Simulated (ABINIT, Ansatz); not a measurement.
# Ba2TaBiO6 (R-3): bands and cutoff in G0W0 with ABINIT, part 2 of 2

What does each rung of G0W0 on Ba2TaBiO6 (R-3) cost, and what does it buy?

ABINIT 10.8.3; LDA and many-body steps on it, plane waves. Known limits of the many-body steps: not at the basis limit; no spin-orbit coupling; coarse k mesh.

So far. Step 3 (Screening, 2×2×2 mesh, 94 bands, screening to 76.2 eV): Local fields lower ε∞ by 6 %. On a Γ-centred mesh this coarse the value itself is usually too large, while a short band sum pulls it down. Step 4 (94 bands, 76.2 eV): The gap on the mesh goes from 2.55 eV to 3.56 eV, a correction of +1.01 eV.

**6. 188 bands, 141.5 eV**

This step: G0W0 on LDA, plane waves, norm-conserving pseudopotentials.

Input file run.abi:

```
acell 3*1.0 Angstrom
rprim 
  3.075626834241 1.775713980676 4.956223105800
  -3.075626834241 1.775713980676 4.956223105800
  0.000000000000 -3.551427961352 4.956223105800
ntypat 4
znucl 56 73 83 8
natom 10
typat 1 1 2 3 4 4 4 4 4 4
xred 
  0.748816000000 0.748816000000 0.748816000000
  0.251184000000 0.251184000000 0.251184000000
  0.500000000000 0.500000000000 0.500000000000
  0.000000000000 0.000000000000 0.000000000000
  0.725510000000 0.218856000000 0.322035000000
  0.218856000000 0.322035000000 0.725510000000
  0.322035000000 0.725510000000 0.218856000000
  0.274490000000 0.781144000000 0.677965000000
  0.677965000000 0.274490000000 0.781144000000
  0.781144000000 0.677965000000 0.274490000000
pp_dirpath "pseudos"
pseudos "Ba.upf, Ta.upf, Bi.upf, O.upf"
ecut 62
ngkpt 2 2 2
nshiftk 1
shiftk 0 0 0
kptopt 1
chksymbreak 0
istwfk *1
occopt 1
irdwfk 1
optdriver 4
nband 188
gwcalctyp 0
ecutsigx 62
symsigma 1
nkptgw 3
kptgw 
  0.5000000000 0.5000000000 0.5000000000
  0.5000000000 0.0000000000 0.0000000000
  0.0000000000 0.0000000000 0.0000000000
bdgw 
  52 56
  52 55
  51 55
ecuteps 5.2
irdscr 1
ppmodel 1
indata_prefix "in"
outdata_prefix "out"
tmpdata_prefix "tmp"
```

Run with:

```bash
> OMP_NUM_THREADS=1 mpirun -n 4 abinit run.abi > log
```

Numbers of over 12 decimals in the logs are rounded to 6 here.

The log of the run:

```text
.Version 10.8.3 of ABINIT. v10.8.2 released Aug 2026.

 Symmetries : space group R-3 (#148); Bravais hR (rhombohedral)
[... echo of the input left out ...]
== DATASET  1 ==================================================================
-   mpi_nproc: 4, omp_nthreads: 1 (-1 if OMP is not activated)

--- !DatasetInfo
iteration_state: {dtset: 1, }
dimensions: {natom: 10, nkpt: 4, mband: 188, nsppol: 1, nspinor: 1, nspden: 1, mpw: 25587, }
cutoff_energies: {ecut:  62.0, pawecutdg:  -1.0, }
electrons: {nelect:   1.06000000E+02, charge:   0.00000000E+00, occopt:   1.00000000E+00, tsmear:   1.00000000E-02, }

 SIGMA: Calculation of the GW corrections

 Based on a program developped by R.W. Godby, V. Olevano, G. Onida, and L. Reining.
 Incorporated in ABINIT by V. Olevano, G.-M. Rignanese, and M. Torrent.
.Using double precision arithmetic ; gwpc =  8

[... cell and pseudopotentials left out ...]
--------------------------------------------------------------------------------

 ==== K-mesh for the wavefunctions ====
 Number of points in the irreducible wedge :     4
[... list of points left out ...]
 Together with  6 symmetry operations and time-reversal symmetry
 yields     8 points in the full Brillouin Zone.

 ==== Q-mesh for screening function ====
 Number of points in the irreducible wedge :     4
[... list of points left out ...]
 Together with  6 symmetry operations and time-reversal symmetry
 yields     8 points in the full Brillouin Zone.

 vcoul_init : cutoff-mode = AUXILIARY_FUNCTION
 q-points for optical limit:   1
     1)      0.000010    0.000020    0.000030
 setmesh: FFT mesh size selected  =    81x   81x   81
          total number of points  =       531441

 Number of electrons calculated from density =  106.0000; Expected =  106.0000
[...]
number of plane-waves for wavefunctions         25587
 number of bands                                   188
 number of q-points in IBZ                           4
 number of frequencies                               2
 number of real frequencies                          1
 number of imag frequencies                          1

 matrix elements of self-energy operator (all in [eV])

 Perturbative Calculation

--- !SelfEnergy_ee
iteration_state: {dtset: 1, }
kpoint     : [   0.500,    0.500,    0.500, ]
spin       : 1
KS_gap     :    2.682
QP_gap     :    3.506
Delta_QP_KS:    0.824
data: !SigmaeeData |
     Band     E0 <VxcDFT>   SigX SigC(E0)      Z dSigC/dE  Sig(E)    E-E0       E
       52   4.962 -18.586 -23.417   5.000   0.768  -0.303 -18.456   0.130   5.092
       53   6.493 -20.412 -23.480   3.673   0.789  -0.267 -19.934   0.478   6.970
       54   9.175 -15.195 -10.580  -3.042   0.827  -0.209 -13.894   1.301  10.476
[...]
--- !SelfEnergy_ee
iteration_state: {dtset: 1, }
kpoint     : [   0.500,    0.000,    0.000, ]
spin       : 1
KS_gap     :    2.577
QP_gap     :    3.398
Delta_QP_KS:    0.821
data: !SigmaeeData |
     Band     E0 <VxcDFT>   SigX SigC(E0)      Z dSigC/dE  Sig(E)    E-E0       E
[...]
--- !SelfEnergy_ee
iteration_state: {dtset: 1, }
kpoint     : [   0.000,    0.000,    0.000, ]
spin       : 1
KS_gap     :    3.947
QP_gap     :    4.983
Delta_QP_KS:    1.036
data: !SigmaeeData |
     Band     E0 <VxcDFT>   SigX SigC(E0)      Z dSigC/dE  Sig(E)    E-E0       E
[...]
54   9.655 -13.384  -8.865  -2.901   0.832  -0.202 -12.038   1.346  11.001
       55   9.838 -16.696 -11.919  -3.205   0.815  -0.227 -15.415   1.281  11.119

== END DATASET(S) ==============================================================
================================================================================

 -outvars: echo values of variables after computation  --------
           etotal      0.0000000000E+00
            nband         188
             nkpt           4
          spgroup         148
 [... the other variables as echoed above ...]

 Calculation completed.
```

It took 79 s on 4 MPI ranks of Arm Neoverse V1, shared host; peak memory 3.7 GiB.

This step gave:

```
G0W0 gap on the points computed              : 3.365 eV
starting gap on the mesh                     : 2.549 eV
k of the valence top                         : 0.5, 0.5, 0.5
k of the conduction bottom                   : 0.5, 0, 0
Z at the valence top                         : 0.789
Z at the conduction bottom                   : 0.828
least direct G0W0 gap on the computed points : 3.398 eV
```

Against G0W0 in ABINIT (2×2×2 mesh, 94 bands, screening to 76.2 eV, Godby-Needs plasmon pole), the gap moves by −0.196 eV.

**7. Screening, 2×2×2 mesh, 386 bands, screening to 217.7 eV**

This step: RPA screening on LDA, plane waves, norm-conserving pseudopotentials.

Changes to run.abi since step 6:

```diff
@@ -31,19 +31,8 @@
 irdwfk 1
-optdriver 4
-nband 188
-gwcalctyp 0
-ecutsigx 62
-symsigma 1
-nkptgw 3
-kptgw 
-  0.5000000000 0.5000000000 0.5000000000
-  0.5000000000 0.0000000000 0.0000000000
-  0.0000000000 0.0000000000 0.0000000000
-bdgw 
-  52 56
-  52 55
-  51 55
-ecuteps 5.2
-irdscr 1
-ppmodel 1
+optdriver 3
+nband 386
+ecuteps 8
+inclvkb 2
+awtr 1
+symchi 1
 indata_prefix "in"
```

The log of the run:

```text
.Version 10.8.3 of ABINIT. v10.8.2 released Aug 2026.

 Symmetries : space group R-3 (#148); Bravais hR (rhombohedral)
[... echo of the input left out ...]
== DATASET  1 ==================================================================
-   mpi_nproc: 4, omp_nthreads: 1 (-1 if OMP is not activated)

--- !DatasetInfo
iteration_state: {dtset: 1, }
dimensions: {natom: 10, nkpt: 4, mband: 386, nsppol: 1, nspinor: 1, nspden: 1, mpw: 25587, }
cutoff_energies: {ecut:  62.0, pawecutdg:  -1.0, }
[...]
--------------------------------------------------------------------------------
[... chi0 elements left out ...]
 For q-point:  0.000010 0.000020 0.000030
  dielectric constant =   6.5636
  dielectric constant without local fields =   7.2237

  Average fulfillment of the sum rule on Im[epsilon] for q-point    1 :     69.81  [%]
[... wings left out ...]
  q-point number  2        q = ( 0.500000, 0.000000, 0.000000) [r.l.u.]
--------------------------------------------------------------------------------
[... chi0 elements left out ...]
  Average fulfillment of the sum rule on Im[epsilon] for q-point    2 :     73.75  [%]

 [... 2 further q-points ...]
```

It took 22 min on 4 MPI ranks; peak memory 10 GiB.

This step gave:

- ε∞ with local fields, on this mesh, along the program's q direction: 6.564
- the same without local fields: 7.224
- plasma frequency: 30.00 eV
- plane waves in the screening matrix: 1229

**8. 386 bands, 217.7 eV**

This step: G0W0 on LDA, plane waves, norm-conserving pseudopotentials.

Changes to run.abi since step 7:

```diff
@@ -31,8 +31,19 @@
 irdwfk 1
-optdriver 3
+optdriver 4
 nband 386
+gwcalctyp 0
+ecutsigx 62
+symsigma 1
+nkptgw 3
+kptgw 
+  0.5000000000 0.5000000000 0.5000000000
+  0.5000000000 0.0000000000 0.0000000000
+  0.0000000000 0.0000000000 0.0000000000
+bdgw 
+  52 56
+  52 55
+  51 55
 ecuteps 8
-inclvkb 2
-awtr 1
-symchi 1
+irdscr 1
+ppmodel 1
 indata_prefix "in"
```

The log of the run:

```text
.Version 10.8.3 of ABINIT. v10.8.2 released Aug 2026.

 Symmetries : space group R-3 (#148); Bravais hR (rhombohedral)
[... echo of the input left out ...]
== DATASET  1 ==================================================================
-   mpi_nproc: 4, omp_nthreads: 1 (-1 if OMP is not activated)

--- !DatasetInfo
iteration_state: {dtset: 1, }
dimensions: {natom: 10, nkpt: 4, mband: 386, nsppol: 1, nspinor: 1, nspden: 1, mpw: 25587, }
cutoff_energies: {ecut:  62.0, pawecutdg:  -1.0, }
[...]
Band     E0 <VxcDFT>   SigX SigC(E0)      Z dSigC/dE  Sig(E)    E-E0       E
[...]
54   9.655 -13.384  -8.865  -3.274   0.830  -0.205 -12.351   1.033  10.688
       55   9.838 -16.696 -11.919  -3.588   0.813  -0.231 -15.730   0.966  10.804

== END DATASET(S) ==============================================================
================================================================================

 -outvars: echo values of variables after computation  --------
           etotal      0.0000000000E+00
            nband         386
             nkpt           4
          spgroup         148
 [... the other variables as echoed above ...]

 Calculation completed.
```

The job ended after 8.5 min (4 MPI ranks; peak memory 8.1 GiB).

This step gave:

```yaml
g0w0_gap_on_the_points_computed: 3.376 eV
starting_gap_on_the_mesh: 2.549 eV
k_of_the_valence_top: 0.5, 0.5, 0.5
k_of_the_conduction_bottom: 0.5, 0, 0
least_direct_g0w0_gap_on_the_computed_points: 3.409 eV
```

Against G0W0 in ABINIT (2×2×2 mesh, 188 bands, screening to 141.5 eV, Godby-Needs plasmon pole), the gap moves by +0.011 eV.

**9. The runs together**

Times are wall times on 4 MPI ranks of Arm Neoverse V1, shared host, good to a factor of about two. A run's time includes the screening step that it read.

| run | mesh | bands | screening cutoff (eV) | DFT gap (eV) | gap on the mesh (eV) | direct (eV) | ε∞ used | time |
| --- | --- | --- | --- | --- | --- | --- | --- | --- |
| 94 bands, 76.2 eV | 2×2×2 | 94 | 76.2 | 2.549 | 3.561 | 3.591 | 6.64 | 2.3 min |
| 188 bands, 141.5 eV | 2×2×2 | 188 | 141.5 | 2.549 | 3.365 | 3.398 | 6.59 | 7.6 min |
| 386 bands, 217.7 eV | 2×2×2 | 386 | 217.7 | 2.549 | 3.376 | 3.409 | 6.56 | 30 min |

**10. Outcome**

| Item | Value |
| --- | --- |
| 94 bands, 76.2 eV | 3.561 eV |
| 188 bands, 141.5 eV | 3.365 eV |
| 386 bands, 217.7 eV | 3.376 eV |
| known limits | not at the basis limit; no spin-orbit coupling; coarse k mesh |

In words: From the first rung to the last the gap moves by −0.19 eV for 13 times the time. The gap turns back along the series, so no limit is drawn from it. In the G0W0 runs levels were corrected at 3 k points alone, so a gap called «on the mesh» is the least over those, and an edge elsewhere would be missed. The 2×2×2 mesh is coarse for this cell, which bears on the long-range parts of exchange and screening. Where an edge is built on 6p states of lead, bismuth or thallium, scalar-relativistic gaps usually stand too wide, by a few tenths to over one eV. The many-body steps are scalar-relativistic: spin-orbit coupling is not in them.

[Paths, hosts, dates, memory and timing lines, banners, echoed tables and standing remarks are left out of the program output.]

[Logs are printed without paths, hosts, clocks, repeated set-up lines and the standing remarks that a program may print on its own settings, such as how far it seeks lower states.]

[Runs of the session that timed out or met a known fault of the program may be left out.]

[Hosts, paths, dates, database ids (printed as entryN), source tags and the programs' standing remarks are cut or masked in the printed files.]

[G0W0 gaps are taken among the corrected bands and points alone; a level outside them can change the order at an edge.]

[Where Ansatz stands beside ABINIT at settings called matched, ABINIT's density can come from a denser mesh and the files from another edition; pairs whose starting gaps differed by over 0.03 eV were left out, so agreement reads better than it is.]
